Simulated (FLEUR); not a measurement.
**free Ni(001) film, 2 layers: anisotropy by force theorems**

One state of free Ni(001) film, 2 layers is converged without symmetry. Force theorems then give its anisotropy.

Program: FLEUR MaX-R8.1. Level of theory: PBE; all-electron FLAPW film, Dirac cores, scalar-relativistic bands. Results are calculated unless marked as measured.

### 1. The starting structure

The cell holds 2 atoms: 2 Ni. Cell: a = 2.492 Å, b = 2.492 Å, c = 15.762 Å, α = 90.0°, β = 90.0°, γ = 90.0°. Layers at typed spacings, unrelaxed. Vacuum lies along c.

Coordinates:

```xyz
2
Lattice="2.4917 0.0000 0.0000 0.0000 2.4917 0.0000 0.0000 0.0000 15.7619" Properties=species:S:1:pos:R:3
Ni    0.0000    0.0000    7.0000
Ni    1.2458    1.2458    8.7619
```

### 2. Self-consistent state

The force theorems are single passes in this state's potential, so it has to be converged first.

No symmetry is used, so that later steps may turn the spins freely; k and −k are joined. FLEUR takes the sheet as a true film: the images along c are dropped, heights are typed in bohr, and the vacuum on both sides is semi-infinite. inpgen writes inp.xml from crystal.txt; cutoffs, mixing, functional, smearing and local orbitals are then set in the file. The k list scf (kpts.xml, not shown) is a Γ-centred 12×12×1 mesh; where the ranks do not divide the number of points, some are split in two of half the weight.

Input file inp.xml:

```
<?xml version="1.0" encoding="UTF-8" standalone="no"?>
<fleurInput fleurInputVersion="0.39">
   <comment>
      Ni
   </comment>
   <calculationSetup>
      <cutoffs Kmax="3.66" Gmax="11.0" GmaxXC="11.0" numbands="0"/>
      <scfLoop itmax="150" minDistance="0.00002" maxIterBroyd="15" imix="Anderson" alpha="0.03" precondParam="0.0" spinf="2.0" sdNocoIR="T"/>
      <coreElectrons ctail="F" frcor="F" kcrel="0" coretail_lmax="0"/>
      <xcFunctional name="pbe" relativisticCorrections="F"/>
      <magnetism jspins="2" l_noco="F" l_ss="F">
         <qss>0.0 0.0 0.0</qss>
         <mtNocoParams l_mperp="F" l_mtNocoPot="F" l_relaxSQA="F" mag_mixing_scheme="0" mix_RelaxWeightOffD="1.0" l_constrained="F" mix_constr="1.0"/>
         <sourceFreeMag l_sourceFree="F" l_scaleMag="F" mag_scale="1.0"/>
      </magnetism>
      <soc l_soc="F" theta="0.0" phi="0.0" spav="F"/>
      <expertModes spex="0" secvar="F"/>
      <geometryOptimization l_f="F" forcealpha="1.0" forcemix="BFGS" epsdisp="0.00001" epsforce="0.00001"/>
      <ldaU l_linMix="F" mixParam="0.05" spinf="1.0"/>
   </calculationSetup>
   <cell>
      <bzIntegration valenceElectrons="36.0" mode="hist" fermiSmearingEnergy="0.00183747">
         <kPointListSelection listName="scf"/>
         <xi:include xmlns:xi="http://www.w3.org/2001/XInclude" href="kpts.xml"> </xi:include>
      </bzIntegration>
      <xi:include xmlns:xi="http://www.w3.org/2001/XInclude" href="sym.xml"> </xi:include>
      <filmLattice scale="1.0" dVac="8.61" dTilda="11.11">
         <bravaisMatrixFilm>
            <row-1>    4.7086305846658192     0.0000000000000000</row-1>
            <row-2>    0.0000000000000000     4.7086305846658192</row-2>
         </bravaisMatrixFilm>
         <vacuumEnergyParameters vacuum="1" spinUp="-.25" spinDown="-.25"/>
         <vacuumEnergyParameters vacuum="2" spinUp="-.25" spinDown="-.25"/>
      </filmLattice>
   </cell>
   <atomSpecies>
      <species name="Nickel (Ni1.000" element="Ni" atomicNumber="28">
         <mtSphere radius="2.24" gridPoints="741" logIncrement="0.016"/>
         <atomicCutoffs lmax="8" lnonsphr="6"/>
         <electronConfig flipSpins="F">
            <coreConfig>(1s1/2) (2s1/2) (2p1/2) (2p3/2)</coreConfig>
            <valenceConfig>(3s1/2) (3p1/2) (3p3/2) (4s1/2) (3d3/2) (3d5/2)</valenceConfig>
            <stateOccupation state="(3d3/2)" spinUp="1.6" spinDown="1.6"/>
            <stateOccupation state="(3d5/2)" spinUp="2.9" spinDown="1.9"/>
         </electronConfig>
         <energyParameters s="4" p="4" d="3" f="4"/>
         <lo type="SCLO" l="0" n="3" eDeriv="0"/>
         <lo type="SCLO" l="1" n="3" eDeriv="0"/>
      </species>
   </atomSpecies>
   <atomGroups>
      <atomGroup species="Nickel (Ni1.000">
         <filmPos label="                   1">.0000000000 .0000000000 -1.6647511169</filmPos>
         <force calculate="T" relaxXYZ="TTT"/>
         <nocoParams  alpha="0.0" beta="0.0"/>
      </atomGroup>
      <atomGroup species="Nickel (Ni1.000">
         <filmPos label="                   2">1.000/2.000 1.000/2.000 1.6647511169</filmPos>
         <force calculate="T" relaxXYZ="TTT"/>
         <nocoParams  alpha="0.0" beta="0.0"/>
      </atomGroup>
   </atomGroups>
   <output dos="F" band="F" slice="F">
      <bandDOS minEnergy="-.5*Htr" maxEnergy="0.5*Htr" sigma="0.015" storeEVData="T"/>
      <plotting iplot="0" polar="F">
         <plot TwoD="T" vec1="  1.0  0.0  0.0" vec2="  0.0  1.0  0.0" vec3="  0.0  0.0  1.0" zero="  0.0  0.0 -0.5" file="plot"/>
      </plotting>
      <moessbauerParams electricFieldGradient="F" isomerShift="F" coreHyperfine="F" valenceHyperfine="F"/>
   </output>
</fleurInput>
```

Input file crystal.txt:

```
Ni
&input film=T cartesian=F /
2.49170000000  0.00000000000  0.00000000000
0.00000000000  2.49170000000  0.00000000000
0.00000000000  0.00000000000  1.00000000000
1.8897261246
1.0 1.0 1.0

2
28 0.00000000000  0.00000000000  -1.66475111692 : 1.000
28 0.50000000000  0.50000000000  1.66475111692 : 1.000

&kpt div1=12 div2=12 div3=1 gamma=T /
```

On the command line:

```
> OMP_NUM_THREADS=1 inpgen -f crystal.txt -nosym -noco > inpgen.log  # inp.xml is then edited as shown
> OMP_NUM_THREADS=1 mpirun -n 4 fleur_MPI > fleur.log
```

What it wrote:

```text
Welcome to FLEUR        (www.flapw.de)
      MaX-Release 8.1          (www.max-centre.eu)

 ========== k-point set info ==========
 Selected k-point list: scf
 k-point list type: mesh
 0 x 0 x 0
 Number of k points: 76

 ------------Calculation Setup---------------------------
 Number of MPI-tasks      :            4
 Number of PE/node        :            4
 Number of OMP-threads    :            1
 k-points in parallel     :            4
 pe's per k-point         :            1
 No of k-point loops      :           19
 Eigenvalue solver        :       lapack
 Number of basis functions:          228
 Approximate size of matrices (H+S) per k-point:         0.002 GB
 --------------------------------------------------------
 Iteration:     1   Distance:      21.78194202 me/bohr^3
 Iteration:     2   Distance:      18.92852755 me/bohr^3
 Iteration:     3   Distance:      10.36050873 me/bohr^3
 Iteration:     4   Distance:      12.44230913 me/bohr^3
 Iteration:     5   Distance:       3.88162381 me/bohr^3
 Iteration:     6   Distance:       3.57335170 me/bohr^3
 Iteration:     7   Distance:       1.14806882 me/bohr^3
 Iteration:     8   Distance:       1.95991267 me/bohr^3
 Iteration:     9   Distance:       0.36423035 me/bohr^3
 Iteration:    10   Distance:       0.32077019 me/bohr^3
 Iteration:    11   Distance:       0.46014054 me/bohr^3
 Iteration:    12   Distance:       0.22722547 me/bohr^3
 Iteration:    13   Distance:       0.16891023 me/bohr^3
 Iteration:    14   Distance:       0.05947613 me/bohr^3
 Iteration:    15   Distance:       0.06018934 me/bohr^3
 Iteration:    16   Distance:       0.05500709 me/bohr^3
 Iteration:    17   Distance:       0.04404259 me/bohr^3
 Iteration:    18   Distance:       0.04045409 me/bohr^3
 Iteration:    19   Distance:       0.01993750 me/bohr^3
 Iteration:    20   Distance:       0.00505473 me/bohr^3
 Iteration:    21   Distance:       0.00449678 me/bohr^3
 Iteration:    22   Distance:       0.00250345 me/bohr^3
 Iteration:    23   Distance:       0.00083930 me/bohr^3
 Iteration:    24   Distance:       0.00084966 me/bohr^3
 Iteration:    25   Distance:       0.00021798 me/bohr^3
 Iteration:    26   Distance:       0.00006566 me/bohr^3
 Iteration:    27   Distance:       0.00005549 me/bohr^3
 Iteration:    28   Distance:       0.00003876 me/bohr^3
 Iteration:    29   Distance:       0.00001029 me/bohr^3

 ********************************************************************
 Run finished successfully
 Stop message:
   all done
 ********************************************************************

--- out.xml (last complete iteration) ---
<iteration numberForCurrentRun="   29" overallNumber="   29">
         [... left out ...]
         <bandgap value="0.0000000001" units="eV"/>
         <sumValenceSingleParticleEnergies value="-50.9394597137" units="Htr"/>
         <FermiEnergy value="-0.1837857348" units="Htr"/>
         <valenceDensity>
            <mtCharges spin="1">
               <mtCharge atomType="1" total="8.8013942" s="1.1917595" p="3.1164436" d="4.4833746" f="0.0073986"/>
               <mtCharge atomType="2" total="8.8013942" s="1.1917595" p="3.1164436" d="4.4833746" f="0.0073986"/>
            </mtCharges>
            <mtCharges spin="2">
               <mtCharge atomType="1" total="8.0346307" s="1.1937356" p="3.1294531" d="3.7014443" f="0.0076023"/>
               <mtCharge atomType="2" total="8.0346307" s="1.1937356" p="3.1294531" d="3.7014443" f="0.0076023"/>
            </mtCharges>
            <spinDependentCharge spin="1" total="18.7261839" interstitial="1.0307648" mtSpheres="17.6027884" vacuum1="0.0463153" vacuum2="0.0463153"/>
            <spinDependentCharge spin="2" total="17.2738164" interstitial="1.1014945" mtSpheres="16.0692615" vacuum1="0.0515302" vacuum2="0.0515302"/>
            <totalCharge value="36.0000002378"/>
         </valenceDensity>
         [... left out ...]
         <allElectronCharges>
            <spinDependentCharge spin="1" total="28.7261839" interstitial="1.0307648" mtSpheres="27.6027884" vacuum1="0.0463153" vacuum2="0.0463153"/>
            <spinDependentCharge spin="2" total="27.2738164" interstitial="1.1014945" mtSpheres="26.0692615" vacuum1="0.0515302" vacuum2="0.0515302"/>
            <totalCharge value="56.0000002385"/>
         </allElectronCharges>
         <magneticMomentsInMTSpheres units="muBohr">
            <globalMagMoment atomType="1" vec="0.00000   0.00000   0.76676"/>
            <localMagMoment atomType="1" vec="0.00000   0.00000   0.76676"/>
            <globalMagMoment atomType="2" vec="0.00000   0.00000   0.76676"/>
            <localMagMoment atomType="2" vec="0.00000   0.00000   0.76676"/>
         </magneticMomentsInMTSpheres>
         <moessbauerParams unitsHFF="kG" unitsIS="e/bohr^3" unitsEFG="Htr/bohr^2">
         </moessbauerParams>
         <totalEnergy value="    -3041.5969591898" units="Htr">
            <sumOfEigenvalues value="    -1772.2023439627">
               <coreElectrons value="-1721.2628842490"/>
               <valenceElectrons value="-50.9394597137"/>
            </sumOfEigenvalues>
            <densityCoulombPotentialIntegral value="-4697.0155302561"/>
            <densityEffectivePotentialIntegral value="-4862.1250827472"/>
            <chargeDenXCDenIntegral value="-127.1058487972"/>
            <FockExchangeEnergyValence value="0.0000000000"/>
            <FockExchangeEnergyCore value="0.0000000000"/>
            <atomTypeDependentContributions atomType="1">
               <electronNucleiInteractionDifferentMTs value="1823.2707582200"/>
               <MadelungTerm value="-4.6822837976"/>
            </atomTypeDependentContributions>
            <atomTypeDependentContributions atomType="2">
               <electronNucleiInteractionDifferentMTs value="1823.2707582543"/>
               <MadelungTerm value="-4.6822837771"/>
            </atomTypeDependentContributions>
            <tkbTimesEntropy value="0.0011530947"/>
            <freeEnergy value="-3041.5981122845"/>
            <extrapolationTo0K value="-3041.5975357371"/>
         </totalEnergy>
         <densityConvergence units="me/bohr^3">
            <chargeDensity spin="1" distance="0.0000038181"/>
            <chargeDensity spin="2" distance="0.0000076725"/>
            <overallChargeDensity distance="0.0000064061"/>
            <spinDensity distance="0.0000102885"/>
         </densityConvergence>
      </iteration>
```

The job ended after 71 s (4 MPI ranks of Arm Neoverse V1, shared host; peak memory 0.62 GiB; 4.7 min of CPU time).

This step gave:

| Quantity | Value |
| --- | --- |
| free energy | -82766.1010 eV |
| program's band gap on this mesh (in a metal only a level spacing) | 1.00e-10 eV |
| magnetization | 1.452 μB |
| final state | ferromagnetic |
| largest moment | 0.7668 μB |

After 29 cycles the largest moment stands at 0.767 μB.

### 3. Energy against the direction of the moments, rung 1

Anisotropy is a small difference, so it is taken from sums over occupied states at a frozen potential, where most errors cancel.

One pass with spin–orbit coupling for each direction, from the saved density. Inversion lets half of the mesh serve, which the program's warning doesn't know. The k list mae (kpts.xml, not shown) is a Γ-centred 20×20×1 mesh.

inp.xml, as its differences from that of step 2:

```diff
@@ -6,4 +6,4 @@
    <calculationSetup>
-      <cutoffs Kmax="3.66" Gmax="11.0" GmaxXC="11.0" numbands="0"/>
-      <scfLoop itmax="150" minDistance="0.00002" maxIterBroyd="15" imix="Anderson" alpha="0.03" precondParam="0.0" spinf="2.0" sdNocoIR="T"/>
+      <cutoffs Kmax="3.66" Gmax="11.0" GmaxXC="11.0" numbands="68"/>
+      <scfLoop itmax="1" minDistance="0.00002" maxIterBroyd="15" imix="Anderson" alpha="0.03" precondParam="0.0" spinf="2.0" sdNocoIR="T"/>
       <coreElectrons ctail="F" frcor="F" kcrel="0" coretail_lmax="0"/>
@@ -15,3 +15,3 @@
       </magnetism>
-      <soc l_soc="F" theta="0.0" phi="0.0" spav="F"/>
+      <soc l_soc="T" theta="0.0" phi="0.0" spav="F"/>
       <expertModes spex="0" secvar="F"/>
@@ -22,3 +22,3 @@
       <bzIntegration valenceElectrons="36.0" mode="hist" fermiSmearingEnergy="0.00183747">
-         <kPointListSelection listName="scf"/>
+         <kPointListSelection listName="mae"/>
          <xi:include xmlns:xi="http://www.w3.org/2001/XInclude" href="kpts.xml"> </xi:include>
@@ -69,2 +69,5 @@
    </output>
+   <forceTheorem>
+      <MAE theta="0.0 1.5707963 1.5707963" phi="0.0 0.0 1.5707963"/>
+   </forceTheorem>
 </fleurInput>
```

On the command line:

```
> OMP_NUM_THREADS=1 mpirun -n 4 fleur_MPI -warn_only > fleur.log
```

What it wrote:

```text
[banner, memory and clock lines left out]
Welcome to FLEUR        (www.flapw.de)
      MaX-Release 8.1          (www.max-centre.eu)
************FLEUR-Warning*****************
Error message: k-point set is not compatible to missing time-reversal symmetry in calculation.
Error occurred in subroutine: gen_bz
Error from PE:0/4
Other PEs with error messages:
     1-k-point set is not compatible to missing time-reversal symmetry in calculation.
     2-k-point set is not compatible to missing time-reversal symmetry in calculation.
     3-k-point set is not compatible to missing time-reversal symmetry in calculation.
*****************************************

 ========== k-point set info ==========
 Selected k-point list: mae
 k-point list type: mesh
 0 x 0 x 0
 Number of k points: 204

************FLEUR-Warning*****************
Error message: k-point set is not compatible to missing time-reversal symmetry in calculation.
Error occurred in subroutine: gen_bz
Error from PE:1/4
Other PEs with error messages:
     2-k-point set is not compatible to missing time-reversal symmetry in calculation.
     3-k-point set is not compatible to missing time-reversal symmetry in calculation.
*****************************************
 [... set-up left out ...]
 ********************************************************************
 Run finished successfully
 Stop message:
   Forcetheorem MAE
 ********************************************************************

--- out.xml (force theorem) ---
<Forcetheorem_MAE Angles="3" units="Htr">
            <Angle theta="0.0000000" phi="0.0000000" ev-sum="-50.941229067"/>
            <Angle theta="1.5707963" phi="0.0000000" ev-sum="-50.941240892"/>
            <Angle theta="1.5707963" phi="1.5707963" ev-sum="-50.941240892"/>
         </Forcetheorem_MAE>
```

The job ended after 17 s (4 MPI ranks; peak memory 0.51 GiB).

Anisotropy energies, by row:

```
axis  x  y  z  band energy less the first axis' (meV a cell)
   z  0  0  1                                              0
   x  1  0  0                                        -0.3218
   y  0  1  0                                        -0.3218
```

Shape anisotropy is not in these numbers.

### 4. Anisotropy by the force theorem, rung 2

A second rung shows how far the first can be trusted.

The k list mae (kpts.xml, not shown) is a Γ-centred 30×30×1 mesh.

inp.xml is that of step 3.

What it wrote:

```text
[banner, memory and clock lines left out]
Welcome to FLEUR        (www.flapw.de)
      MaX-Release 8.1          (www.max-centre.eu)
************FLEUR-Warning*****************
Error message: k-point set is not compatible to missing time-reversal symmetry in calculation.
Error occurred in subroutine: gen_bz
Error from PE:0/4
*****************************************

 ========== k-point set info ==========
 Selected k-point list: mae
 k-point list type: mesh
 0 x 0 x 0
 Number of k points: 452

 [... set-up left out ...]
 ********************************************************************
 Run finished successfully
 Stop message:
   Forcetheorem MAE
 ********************************************************************

--- out.xml (force theorem) ---
<Forcetheorem_MAE Angles="3" units="Htr">
            <Angle theta="0.0000000" phi="0.0000000" ev-sum="-50.941189531"/>
            <Angle theta="1.5707963" phi="0.0000000" ev-sum="-50.941195904"/>
            <Angle theta="1.5707963" phi="1.5707963" ev-sum="-50.941195904"/>
         </Forcetheorem_MAE>
```

Wall time 36 s (4 MPI ranks); peak memory 0.78 GiB.

Anisotropy energies, by row:

```
axis  x  y  z  band energy less the first axis' (meV a cell)
   z  0  0  1                                              0
   x  1  0  0                                        -0.1734
   y  0  1  0                                        -0.1734
```

(Part 1 of 2 ends here.)

[Logs and program files are shortened in this print: banners, set-up blocks, solver, clock and traceback lines can be left out without a mark of their own.]

[Logs are printed without paths, hosts, clocks, repeated set-up lines and the standing remarks that a program may print on its own settings, such as how far it seeks lower states.]

[Hosts, paths, dates, database ids (printed as entryN), source tags and the programs' standing remarks are cut or masked in the printed files.]

[Where a cell is said to come from a database of computed structures, the database is the Materials Project.]
